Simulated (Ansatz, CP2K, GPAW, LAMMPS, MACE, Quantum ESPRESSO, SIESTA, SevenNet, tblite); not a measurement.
# Which run comes nearest? Ionic liquid Pyr13+ Cl- at 400 K (112 atoms)

Density of this cell: 1.02 g/cm³. The cell holds 112 atoms: 32 C, 4 N, 72 H and 4 Cl. Its edges and angles: a = 10.205 Å, b = 10.205 Å, c = 10.205 Å, α = 90.0°, β = 90.0°, γ = 90.0°. 4 Pyr13+, 4 Cl- placed at random, at 1.02 g/cm³; overlaps pushed apart, then 10 ps at 700 K with Joung-Cheatham ions (J. Phys. Chem. B 112, 9020 (2008)); MMFF94 bonds, angles, torsions, charges and radii (Halgren, J. Comput. Chem. 17, 490 (1996)) in harmonic and 12-6 forms; charges of ions scaled by 0.8. Snapshot after 30 ps at 400 K and fixed volume.

Geometry: as built.

The reference, a calculation:

```
method                                           : Kohn-Sham DFT, PBE, SSSP efficiency 1.3.0 pseudopotentials, plane waves (Quantum ESPRESSO 7.5); sssp-pbe-1.3.0-efficiency, cutoffs 60/480 Ry, Γ point
r.m.s. force component                           : 0.9434 eV/Å
longest force                                    : 3.389 eV/Å
pressure                                         : 2.016 GPa
gap (highest filled to lowest empty level) : 4.009 eV
time                                             : 1.7 min on 2 MPI ranks of Arm Neoverse V2, shared host
CPU time                                         : 3.4 min
```

**Question.** The same geometry is run in other programs. How far does each lie from the reference, and what does it cost?
- GPAW PBE, LCAO dzp, h 0.18 Å (GPAW 26.7.0; 2 MPI ranks)
- SIESTA PBE, DZP, shift 0.02 Ry, mesh 500 Ry (SIESTA 5.4.2; 2 MPI ranks)
- tblite GFN2-xTB (tblite 0.8.0; 1 thread)
- CP2K PBE, SZV-MOLOPT-SR, 600/50 Ry, OT CG (CP2K 2026.2; 2 threads)
- QE PBE, sssp-1.3.0-efficiency, 35/280 Ry (Quantum ESPRESSO 7.5; 2 MPI ranks)
- SIESTA PBE, SZ, shift 0.01 Ry, mesh 500 Ry (SIESTA 5.4.2; 1 thread)
- CP2K PBE, DZVP-MOLOPT-SR, 600/50 Ry, SIGN filter 1e-05, SCF 1e-06 (CP2K 2026.2; 4 MPI ranks)
- SIESTA PBE, DZP, shift 0.01 Ry, mesh 500 Ry (SIESTA 5.4.2; 2 MPI ranks)
- SIESTA PBE, DZP, shift 0.01 Ry, mesh 150 Ry (SIESTA 5.4.2; 1 thread)
- MACE MP-0b3 medium potential (MACE MP-0b3 medium; 1 thread)

Differences are against the plane-wave reference, forces as r.m.s. over components; share is that over the reference's r.m.s. force, slope the least-squares factor from reference forces to these. Total energies of different programs have different zeros and aren't compared.

```tsv
run	Δ force, r.m.s. (meV/Å)	share (%)	slope	Δ pressure (GPa)	Δ gap (eV)	cores	CPU time	memory (GiB)
reference	-	-	-	-	-	2	3.4 min	2.8
GPAW PBE, LCAO dzp, h 0.18 Å	285	30.2	1.089	-	0.007	2	69 s	1.2
SIESTA PBE, DZP, shift 0.02 Ry, mesh 500 Ry	306	32.4	1.105	-0.096	-0.403	2	2.4 min	1.4
tblite GFN2-xTB	273	29.0	0.913	-3.03	-	1	8.6 s	0.17
CP2K PBE, SZV-MOLOPT-SR, 600/50 Ry, OT CG (coarse)	560	59.3	1.244	2.09	-1.37	2	5.8 min	1.6
QE PBE, sssp-1.3.0-efficiency, 35/280 Ry (coarse)	16.3	1.73	1.006	-1.37	-7.0e-4	2	1.7 min	1.4
SIESTA PBE, SZ, shift 0.01 Ry, mesh 500 Ry (coarse)	1854	197	1.444	16.7	-3.25	1	76 s	0.74
CP2K PBE, DZVP-MOLOPT-SR, 600/50 Ry, SIGN filter 1e-05, SCF 1e-06	53.8	5.70	1.023	0.161	-	4	3.6 min	2.6
SIESTA PBE, DZP, shift 0.01 Ry, mesh 500 Ry	352	37.3	1.115	2.33	-0.0639	2	3.4 min	1.7
SIESTA PBE, DZP, shift 0.01 Ry, mesh 150 Ry (coarse)	352	37.3	1.115	2.33	-0.0638	1	42 s	0.46
MACE MP-0b3 medium potential	113	11.9	0.988	0.0921	-	1	8.4 s	1.4
```

Rows marked coarse were listed beforehand as settings not expected to be converged; some can still land near the reference.

Times of the machine-learned potentials are mostly Python's start and the loading of weights.

CPU time is summed over cores on a shared host, where runs went side by side, so it is rough. Symmetry, cutoffs, thresholds, outputs and thread counts weren't matched or tuned between programs; memory under MPI is the largest rank's times the ranks.

The PBE runs in local orbitals, coarse settings apart, differ by 5.7 % (CP2K PBE, DZVP-MOLOPT-SR, 600/50 Ry, SIGN filter 1e-05, SCF 1e-06) to 37 % (SIESTA PBE, DZP, shift 0.01 Ry, mesh 500 Ry); basis, grid and potentials can all enter. Tight binding differs by 29 % (tblite GFN2-xTB); it is another model, with fitted parameters of its own, and the xTB methods hold dispersion. Machine-learned potentials differ by 12 % (MACE MP-0b3 medium potential); they were trained on other programs' data. Runs with settings chosen to be coarse differ by 1.7 % (QE PBE, sssp-1.3.0-efficiency, 35/280 Ry) to 197 % (SIESTA PBE, SZ, shift 0.01 Ry, mesh 500 Ry), their programs' other errors included. Periodic xTB results under one method name differ between programs and library versions. With short bonds to hydrogen, sets of potentials differ among themselves by several per cent in forces even at converged cutoffs, so the reference isn't exact here either. Machine-learned potentials mimic data converged in k, so the reference's own k-point error enters their differences. The network of contacts between molecules at the start is that of the classical potential that made the cell, and needn't be the one that DFT or experiment would give. The electronic-structure runs sample only Γ, in a cell whose shortest periodic width is 10 Å.

[Logs are printed without paths, hosts, clocks, repeated set-up lines and the standing remarks that a program may print on its own settings, such as how far it seeks lower states.]

[Hosts, paths, dates, database ids (printed as entryN), source tags and the programs' standing remarks are cut or masked in the printed files.]

[The MMFF94 radii named for the starting cell were scaled by 0.96; in molecules described by MMFF94, hydrogen bound to N, O or S took a small fixed 12-6 site in their place.]
